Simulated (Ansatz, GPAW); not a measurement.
# Work function of a 4-layer slab of Ca(110) at several levels

How far do functional and basis move the work function of a 4-layer slab of Ca(110)?

Main program and level: GPAW 26.7.0 and Ansatz 0.2.0; Ansatz plane waves; slab in vacuum with a dipole correction, relaxation; PAW set soft_1, in the first sound run; inputs show where later runs differ.

This is a report of a sequence of runs, with most program output left out.

**1. The starting structure**

The cell holds 4 atoms: 4 Ca. Its edges and angles: a = 5.580 Å, b = 3.946 Å, c = 23.918 Å, α = 90.0°, β = 90.0°, γ = 90.0°. Vacuum lies along c.

**2. Relaxation**

Forces are removed first; all later runs use this geometry. The lowest 2 atoms are held at bulk positions and keep their forces.

Contents of input.yaml:

```yaml
crystal:
  lattice:
    - [5.58, 0.0, 0.0]
    - [0.0, 3.945655839, 0.0]
    - [0.0, 0.0, 23.9184837585]
  atoms:
    - { symbol: Ca, position: [0.5, 0.5, 0.3762780321] }
    - { symbol: Ca, position: [0.0, 0.0, 0.458759344] }
    - { symbol: Ca, position: [0.5, 0.5, 0.541240656] }
    - { symbol: Ca, position: [0.0, 0.0, 0.6237219679] }
kpoints:
  mp_grid: { grid: [6, 8, 1] }
hamiltonian:
  xc: pbe
  pseudopotentials: { kind: paw, azcp: { folder: soft_1 } }
scf:
  occupations: { method: fermi_dirac, width: 0.1 }
efield:
  axis: 3
  dipole_correction: true
  ramp_width: 0.05
relax:
  f_tol: 0.02
  max_steps: 60
  constraints: [{ sites: [0, 1] }]
output:
  write_potential: true
  write_density: true
  volumetric_format: npy
```

The run is started by

```sh
$ ansatz run input.yaml --threads 4 --pin off --max-ram 8192MiB --backend cpu --events-out ev --progress --plain --runs-dir out
```

Elapsed: 18 s, on 4 threads of Intel Xeon Platinum 8375C at 2.90GHz (Ice Lake), shared host; peak memory 0.85 GiB.

Step by step:

| step | energy less that of the first step (eV) | largest force component (eV/Å) |
| --- | --- | --- |
| 1 | 0.0000 | 0.1390 |
| 2 | -0.0141 | 0.0851 |
| 3 | -0.0206 | 0.0222 |
| 4 | -0.0210 | 0.0019 |

Forces are held to the 4 operations that the run works with; a distortion that breaks them can't arise in this run.

The atoms that moved most (Å):

```csv
atom,dx,dy,dz,length
Ca4,0.000,0.000,-0.196,0.196
Ca3,0.000,0.000,-0.135,0.135
```

The relaxed structure:

```cif
data_structure
_symmetry_space_group_name_H-M 'P 1'
_symmetry_Int_Tables_number 1
_cell_length_a 5.5800
_cell_length_b 3.9457
_cell_length_c 23.9185
_cell_angle_alpha 90.000
_cell_angle_beta 90.000
_cell_angle_gamma 90.000
_cell_volume 526.61
loop_
_atom_site_label
_atom_site_type_symbol
_atom_site_fract_x
_atom_site_fract_y
_atom_site_fract_z
_atom_site_occupancy
Ca1 Ca 0.50000 0.50000 0.37628 1
Ca2 Ca 0.00000 0.00000 0.45876 1
Ca3 Ca 0.50000 0.50000 0.53561 1
Ca4 Ca 0.00000 0.00000 0.61552 1
```

Numbers from this step:

```yaml
free_energy: -7266.0860 eV
smearing_term_ts: 0.1757 eV
symmetry_operations: 4
upper_work_function: 2.766 eV
lower_work_function: 2.763 eV
dipole_along_the_normal: -4.15e-4 e·Å
dipole_field: -1.43e-4 V/Å
vacuum_level_above: 2.590 eV
vacuum_level_below: 2.586 eV
```

The electrostatic potential energy of an electron (with the applied field's), less the Fermi level, planar mean oscillates, so the rows of the table below give means over windows of 1 Å about each position, cut where the curve ends. Its maxima inside the range that stand out by 2 % of the span (Å: eV): 10.0: -0.957, 12.0: -1.41, 13.8: -1.20. Its minima: 9.0: -5.12, 10.9: -4.84, 12.9: -4.88, 14.7: -5.14.

Table of electrostatic potential energy of an electron (with the applied field's), less the Fermi level, planar mean by z; means over each step:

z (Å), electrostatic potential energy of an electron (with the applied field's), less the Fermi level, planar mean (eV) and a bar from the least value:
```
        0       2.76 ##############################
        1       2.76 ##############################
        2       2.76 ##############################
        3       2.76 ##############################
        4       2.76 ##############################
        5       2.75 ##############################
        6       2.68 ##############################
        7       2.27 ############################
        8       0.18 ###################
        9      -4.23 
       10      -1.70 ###########
       11      -4.08 #
       12      -2.21 #########
       13      -3.88 #
       14      -2.35 ########
       15      -3.59 ###
       16       1.15 #######################
       17       2.46 #############################
       18       2.72 ##############################
       19       2.76 ##############################
       20       2.77 ##############################
       21       2.77 ##############################
       22       2.77 ##############################
       23       2.77 ##############################
```

The valence density, planar mean oscillates, so the rows of the table below give means over windows of 1.94 Å about each position, cut where the curve ends. Its maxima inside the range that stand out by 2 % of the span (Å: e/Å³): 9.0: 0.393, 10.9: 0.402, 12.9: 0.405, 14.7: 0.390. Its minima: 10.0: 0.0827, 12.0: 0.101, 13.8: 0.0894.

Valence density, planar mean against z; means over each step:

```
z (Å)  valence density, planar mean (e/Å³)
 2.91                               6.8e-6
 4.85                               2.7e-4
 6.79                              0.00671
 8.73                                0.212
10.67                                0.234
12.61                                0.241
14.55                                0.227
16.49                               0.0157
18.43                               5.9e-4
20.37                               1.6e-5
```

The relaxation lowered the energy of the cell by 0.0210 eV.

**3. Plane waves, PBE**

With the geometry fixed, the planar mean of the potential gives the vacuum level on each side.

This step: GPAW, PAW setups; slab in vacuum (GPAW 26.7.0).

Contents of run.py:

```python
import json
import numpy as np
from ase import Atoms
from gpaw import GPAW, PW

slab = Atoms(
    ['Ca', 'Ca', 'Ca', 'Ca'],
    positions=[
        [2.79000, 1.97283, 9.00000],
        [0.00000, 0.00000, 10.97283],
        [2.79000, 1.97283, 12.81091],
        [-0.00000, 0.00000, 14.72225]],
    cell=[[5.58, 0.0, 0.0], [0.0, 3.94566, 0.0], [0.0, 0.0, 23.91848]],
    pbc=[True, True, False])

slab.calc = GPAW(mode=PW(400), xc='PBE', kpts={'size': (6, 8, 1), 'gamma': True},
                 occupations={'name': 'fermi-dirac', 'width': 0.1}, nbands='160%',
                 convergence={'density': 1e-05}, maxiter=200,
                 poissonsolver={'dipolelayer': 'xy'},
                 symmetry={'tolerance': 1e-3}, txt='slab.txt')
result = {}
energy = slab.get_potential_energy()
fermi = slab.calc.get_fermi_level()
v = slab.calc.get_electrostatic_potential().mean((0, 1)) - fermi
n = slab.calc.get_pseudo_density().mean((0, 1))
L = slab.cell[2, 2]
z = np.arange(len(v)) * L / len(v)
low, high = slab.positions[:, 2].min(), slab.positions[:, 2].max()
below, above = np.interp([low - 6.8, high + 6.8], z, v)
slopes = [np.interp(x, z, np.gradient(v, z)) for x in (low - 6.8, high + 6.8)]
eps = np.array([[slab.calc.get_eigenvalues(k, s) for k in range(len(slab.calc.get_ibz_k_points()))]
                for s in range(slab.calc.get_number_of_spins())]) - fermi
top, bottom = eps[eps < 0].max(), eps[eps > 0].min()
dipole = slab.get_dipole_moment()[2]
print(f'energy {energy:.4f} eV, Fermi level {fermi:.4f} eV, dipole {dipole:.5f} e A')
print(f'potential 6.8 A off the faces, from the Fermi level: lower {below:.4f} eV, upper {above:.4f} eV')
print(f'slope of the potential there: lower {slopes[0]:.5f}, upper {slopes[1]:.5f} eV/A')
print(f'nearest levels on the mesh: {top:.4f} and {bottom:.4f} eV')
print('magnetic moment', round(slab.get_magnetic_moment(), 3))
result.update(energy=energy, fermi=fermi, dipole=dipole, below=below, above=above, slopes=slopes, edges=[top, bottom],
              z=z.tolist(), v=v.tolist(), n=n.tolist(), positions=slab.positions.tolist(),
              forces=slab.get_forces(apply_constraint=False).tolist(), moments=slab.get_magnetic_moments().tolist())
json.dump(result, open('result.json', 'w'))
```

The run is started by

```sh
$ OMP_NUM_THREADS=1 OPENBLAS_NUM_THREADS=1 python run.py
```

Wall time 2.4 min (1 thread); peak memory 0.36 GiB.

This step gave:

* dipole along the normal: -4.63e-4 e·Å
* levels nearest the Fermi level on the mesh: -0.001825, 0.01197 eV from the Fermi level
* upper work function: 2.769 eV
* lower work function: 2.765 eV

The electrostatic potential energy of an electron (without an applied field's), less the Fermi level, planar mean oscillates, so the rows of the table below give means over windows of 1 Å about each position, cut where the curve ends. Its maxima inside the range that stand out by 2 % of the span (Å: eV): 10.0: -0.960, 11.9: -1.36, 13.8: -1.20. Its minima: 9.0: -6.46, 11.0: -6.24, 12.8: -6.27, 14.7: -6.51.

Electrostatic potential energy of an electron (without an applied field's), less the Fermi level, planar mean against z; means over each step:

| z (Å) | electrostatic potential energy of an electron (without an applied field's), less the Fermi level, planar mean (eV) |
| --- | --- |
| 0 | 2.77 |
| 1 | 2.76 |
| 2 | 2.76 |
| 3 | 2.76 |
| 4 | 2.76 |
| 5 | 2.75 |
| 6 | 2.68 |
| 7 | 2.28 |
| 8 | 0.205 |
| 9 | -4.99 |
| 10 | -1.64 |
| 11 | -4.83 |
| 12 | -2.22 |
| 13 | -4.59 |
| 14 | -2.43 |
| 15 | -4.22 |
| 16 | 1.17 |
| 17 | 2.47 |
| 18 | 2.72 |
| 19 | 2.76 |
| 20 | 2.77 |
| 21 | 2.77 |
| 22 | 2.77 |
| 23 | 2.77 |

The pseudo valence density, planar mean oscillates, so the rows of the table below give means over windows of 1.92 Å about each position, cut where the curve ends. Its maxima inside the range that stand out by 2 % of the span (Å: e/Å³): 9.0: 0.437, 10.9: 0.439, 12.8: 0.452, 14.7: 0.439. Its minima: 10.0: 0.0832, 12.0: 0.0992, 13.9: 0.0941.

Table of pseudo valence density, planar mean by z; means over each step:

| z (Å) | pseudo valence density, planar mean (e/Å³) |
| --- | --- |
| 2.88 | 6.5e-6 |
| 4.80 | 2.4e-4 |
| 6.72 | 0.00602 |
| 8.64 | 0.208 |
| 10.56 | 0.234 |
| 12.48 | 0.243 |
| 14.40 | 0.230 |
| 16.32 | 0.0237 |
| 18.24 | 8.2e-4 |
| 20.16 | 2.4e-5 |

Force by atom:

```csv
atom,x (eV/Å),y (eV/Å),z (eV/Å),size
Ca1,0.0000,0.0000,0.0647,0.0647
Ca2,0.0000,0.0000,-0.0748,0.0748
Ca3,0.0000,0.0000,0.0050,0.0050
Ca4,0.0000,0.0000,0.0059,0.0059
```

The potential is flat to 1.1e-4 eV/Å where it is read, so the vacuum is wide enough. The geometry is the other program's minimum; here the largest force on a free atom is 0.0059 eV/Å.

**4. Self-consistent run: xc = "RPBE"**

The same geometry under RPBE, to see how far the functional moves the levels against the vacuum.

Changes to run.py since step 3:

```diff
@@ -15,3 +15,3 @@
 
-slab.calc = GPAW(mode=PW(400), xc='PBE', kpts={'size': (6, 8, 1), 'gamma': True},
+slab.calc = GPAW(mode=PW(400), xc='RPBE', kpts={'size': (6, 8, 1), 'gamma': True},
                  occupations={'name': 'fermi-dirac', 'width': 0.1}, nbands='160%',
```

Run time: 2.4 min. Hardware: 1 thread; peak memory 0.35 GiB.

Numbers from this step:

```yaml
dipole_along_the_normal: -4.08e-4 e·Å
levels_nearest_the_fermi_level_on_the_mesh: -0.05487, 0.009160 eV from the Fermi level
upper_work_function: 2.695 eV
lower_work_function: 2.691 eV
```

The electrostatic potential energy of an electron (without an applied field's), less the Fermi level, planar mean oscillates, so the rows of the table below give means over windows of 1 Å about each position, cut where the curve ends. Its maxima inside the range that stand out by 2 % of the span (Å: eV): 10.0: -1.07, 11.9: -1.48, 13.8: -1.31. Its minima: 9.0: -6.54, 11.0: -6.34, 12.8: -6.37, 14.7: -6.60.

The electrostatic potential energy of an electron (without an applied field's), less the Fermi level, planar mean by z; means over each step:

| z (Å) | electrostatic potential energy of an electron (without an applied field's), less the Fermi level, planar mean (eV) |
| --- | --- |
| 0 | 2.69 |
| 1 | 2.69 |
| 2 | 2.69 |
| 3 | 2.69 |
| 4 | 2.69 |
| 5 | 2.68 |
| 6 | 2.60 |
| 7 | 2.19 |
| 8 | 0.124 |
| 9 | -5.08 |
| 10 | -1.75 |
| 11 | -4.93 |
| 12 | -2.33 |
| 13 | -4.69 |
| 14 | -2.54 |
| 15 | -4.30 |
| 16 | 1.09 |
| 17 | 2.39 |
| 18 | 2.64 |
| 19 | 2.69 |
| 20 | 2.69 |
| 21 | 2.69 |
| 22 | 2.69 |
| 23 | 2.69 |

The pseudo valence density, planar mean oscillates, so the rows of the table below give means over windows of 1.92 Å about each position, cut where the curve ends. Its maxima inside the range that stand out by 2 % of the span (Å: e/Å³): 9.0: 0.437, 10.9: 0.439, 12.8: 0.452, 14.7: 0.439. Its minima: 10.0: 0.0826, 12.0: 0.0986, 13.9: 0.0936.

Table of pseudo valence density, planar mean by z; means over each step:

```csv
z (Å),"pseudo valence density, planar mean (e/Å³)"
2.88,7.5e-6
4.80,2.6e-4
6.72,0.00601
8.64,0.208
10.56,0.234
12.48,0.243
14.40,0.230
16.32,0.0237
18.24,8.3e-4
20.16,2.7e-5
```

Force by atom:

| atom | x (eV/Å) | y (eV/Å) | z (eV/Å) | size |
| --- | --- | --- | --- | --- |
| Ca1 | 0.000 | 0.000 | -0.034 | 0.034 |
| Ca2 | 0.000 | 0.000 | -0.113 | 0.113 |
| Ca3 | 0.000 | 0.000 | 0.039 | 0.039 |
| Ca4 | 0.000 | 0.000 | 0.109 | 0.109 |

The upper face's work function is 2.695 eV, against 2.769 eV in the first plane-wave PBE run at this geometry.

**5. Self-consistent run: xc = "revPBE"**

The same geometry under revPBE, to see how far the functional moves the levels against the vacuum.

Changes to run.py since step 4:

```diff
@@ -15,3 +15,3 @@
 
-slab.calc = GPAW(mode=PW(400), xc='RPBE', kpts={'size': (6, 8, 1), 'gamma': True},
+slab.calc = GPAW(mode=PW(400), xc='revPBE', kpts={'size': (6, 8, 1), 'gamma': True},
                  occupations={'name': 'fermi-dirac', 'width': 0.1}, nbands='160%',
```

It took 2.4 min on 1 thread; peak memory 0.35 GiB.

Numbers from this step:

```yaml
dipole_along_the_normal: -4.09e-4 e·Å
levels_nearest_the_fermi_level_on_the_mesh: -0.05629, 0.008384 eV from the Fermi level
lower_work_function: 2.692 eV
```

The electrostatic potential energy of an electron (without an applied field's), less the Fermi level, planar mean oscillates, so the rows of the table below give means over windows of 1 Å about each position, cut where the curve ends. Its maxima inside the range that stand out by 2 % of the span (Å: eV): 10.0: -1.05, 11.9: -1.45, 13.8: -1.29. Its minima: 9.0: -6.53, 11.0: -6.32, 12.8: -6.34, 14.7: -6.58.

Electrostatic potential energy of an electron (without an applied field's), less the Fermi level, planar mean against z; means over each step:

| z (Å) | electrostatic potential energy of an electron (without an applied field's), less the Fermi level, planar mean (eV) |
| --- | --- |
| 0 | 2.69 |
| 1 | 2.69 |
| 2 | 2.69 |
| 3 | 2.69 |
| 4 | 2.69 |
| 5 | 2.68 |
| 6 | 2.61 |
| 7 | 2.20 |
| 8 | 0.138 |
| 9 | -5.06 |
| 10 | -1.72 |
| 11 | -4.91 |
| 12 | -2.30 |
| 13 | -4.67 |
| 14 | -2.51 |
| 15 | -4.29 |
| 16 | 1.10 |
| 17 | 2.40 |
| 18 | 2.65 |
| 19 | 2.69 |
| 20 | 2.69 |
| 21 | 2.70 |
| 22 | 2.70 |
| 23 | 2.70 |

The upper face's work function is 2.695 eV, against 2.769 eV in the first plane-wave PBE run at this geometry.

**6. Self-consistent run: xc = "vdW-DF2"**

The same geometry under vdW-DF2, to see how far the functional moves the levels against the vacuum (the van der Waals functionals take revPBE setups).

Changes to run.py since step 5:

```diff
@@ -15,3 +15,3 @@
 
-slab.calc = GPAW(mode=PW(400), xc='revPBE', kpts={'size': (6, 8, 1), 'gamma': True},
+slab.calc = GPAW(mode=PW(400), xc='vdW-DF2', kpts={'size': (6, 8, 1), 'gamma': True},
                  occupations={'name': 'fermi-dirac', 'width': 0.1}, nbands='160%',
```

It took 10 min on 1 thread; peak memory 0.66 GiB.

This step gave:

```
dipole along the normal                    : -3.00e-4 e·Å
levels nearest the Fermi level on the mesh : -0.01711, 0.01849 eV from the Fermi level
upper work function                        : 2.993 eV
lower work function                        : 2.990 eV
```

The electrostatic potential energy of an electron (without an applied field's), less the Fermi level, planar mean by z:

| z (Å) | electrostatic potential energy of an electron (without an applied field's), less the Fermi level, planar mean (eV) |
| --- | --- |
| 0.0 | 2.99 |
| 0.5 | 2.99 |
| 1.0 | 2.99 |
| 1.5 | 2.99 |
| 2.0 | 2.99 |
| 2.5 | 2.99 |
| 3.0 | 2.99 |
| 3.5 | 2.99 |
| 4.0 | 2.99 |
| 4.5 | 2.98 |
| 5.0 | 2.97 |
| 5.5 | 2.95 |
| 6.0 | 2.89 |
| 6.5 | 2.76 |
| 7.0 | 2.48 |
| 7.5 | 1.87 |
| 8.0 | 0.596 |
| 8.5 | -2.55 |
| 9.0 | -6.39 |
| 9.5 | -2.95 |
| 10.0 | -0.911 |
| 10.5 | -2.92 |
| 11.0 | -6.19 |
| 11.5 | -2.70 |
| 12.0 | -1.42 |
| 12.5 | -4.51 |
| 13.0 | -5.44 |
| 13.5 | -1.65 |
| 14.0 | -1.66 |
| 14.5 | -5.51 |
| 15.0 | -4.78 |
| 15.5 | -0.422 |
| 16.0 | 1.43 |
| 16.5 | 2.26 |
| 17.0 | 2.67 |
| 17.5 | 2.85 |
| 18.0 | 2.93 |
| 18.5 | 2.97 |
| 19.0 | 2.98 |
| 19.5 | 2.99 |
| 20.0 | 2.99 |
| 20.5 | 2.99 |
| 21.0 | 2.99 |
| 21.5 | 2.99 |
| 22.0 | 2.99 |
| 22.5 | 2.99 |
| 23.0 | 2.99 |
| 23.5 | 2.99 |

The upper face's work function is 2.993 eV, against 2.769 eV in the first plane-wave PBE run at this geometry.

**7. Real-space grid: mode = "fd"**

A real-space grid is a second complete basis, so it checks the plane-wave result.

Changes to run.py since step 6:

```diff
@@ -3,3 +3,3 @@
 from ase import Atoms
-from gpaw import GPAW, PW
+from gpaw import GPAW
 
@@ -15,3 +15,3 @@
 
-slab.calc = GPAW(mode=PW(400), xc='vdW-DF2', kpts={'size': (6, 8, 1), 'gamma': True},
+slab.calc = GPAW(mode='fd', h=0.18, xc='PBE', kpts={'size': (6, 8, 1), 'gamma': True},
                  occupations={'name': 'fermi-dirac', 'width': 0.1}, nbands='160%',
```

Run time: 24 min. Hardware: 1 thread; peak memory 1.5 GiB.

This step gave:

- dipole along the normal: -4.76e-4 e·Å
- levels nearest the Fermi level on the mesh: -0.001796, 0.01167 eV from the Fermi level
- upper work function: 2.768 eV
- lower work function: 2.765 eV

The electrostatic potential energy of an electron (without an applied field's), less the Fermi level, planar mean oscillates, so the rows of the table below give means over windows of 1 Å about each position, cut where the curve ends. Its maxima inside the range that stand out by 2 % of the span (Å: eV): 10.0: -0.969, 11.9: -1.35, 13.8: -1.20. Its minima: 9.0: -6.46, 11.0: -6.24, 12.8: -6.24, 14.7: -6.49.

Table of electrostatic potential energy of an electron (without an applied field's), less the Fermi level, planar mean by z; means over each step:

```
z (Å)  electrostatic potential energy of an electron (without an applied field's), less the Fermi level, planar mean (eV)
    0                                                                                                                2.76
    1                                                                                                                2.76
    2                                                                                                                2.76
    3                                                                                                                2.76
    4                                                                                                                2.76
    5                                                                                                                2.75
    6                                                                                                                2.68
    7                                                                                                                2.28
    8                                                                                                               0.215
    9                                                                                                               -5.00
   10                                                                                                               -1.63
   11                                                                                                               -4.85
   12                                                                                                               -2.20
   13                                                                                                               -4.60
   14                                                                                                               -2.42
   15                                                                                                               -4.23
   16                                                                                                                1.17
   17                                                                                                                2.47
   18                                                                                                                2.72
   19                                                                                                                2.76
   20                                                                                                                2.77
   21                                                                                                                2.77
   22                                                                                                                2.77
   23                                                                                                                2.77
```

The upper face's work function is 2.768 eV, against 2.769 eV in the first plane-wave PBE run at this geometry.

(Part 1 of 2 ends here.)

[Logs are printed without paths, hosts, clocks, repeated set-up lines and the standing remarks that a program may print on its own settings, such as how far it seeks lower states.]

[Hosts, paths, dates, database ids (printed as entryN), source tags and the programs' standing remarks are cut or masked in the printed files.]
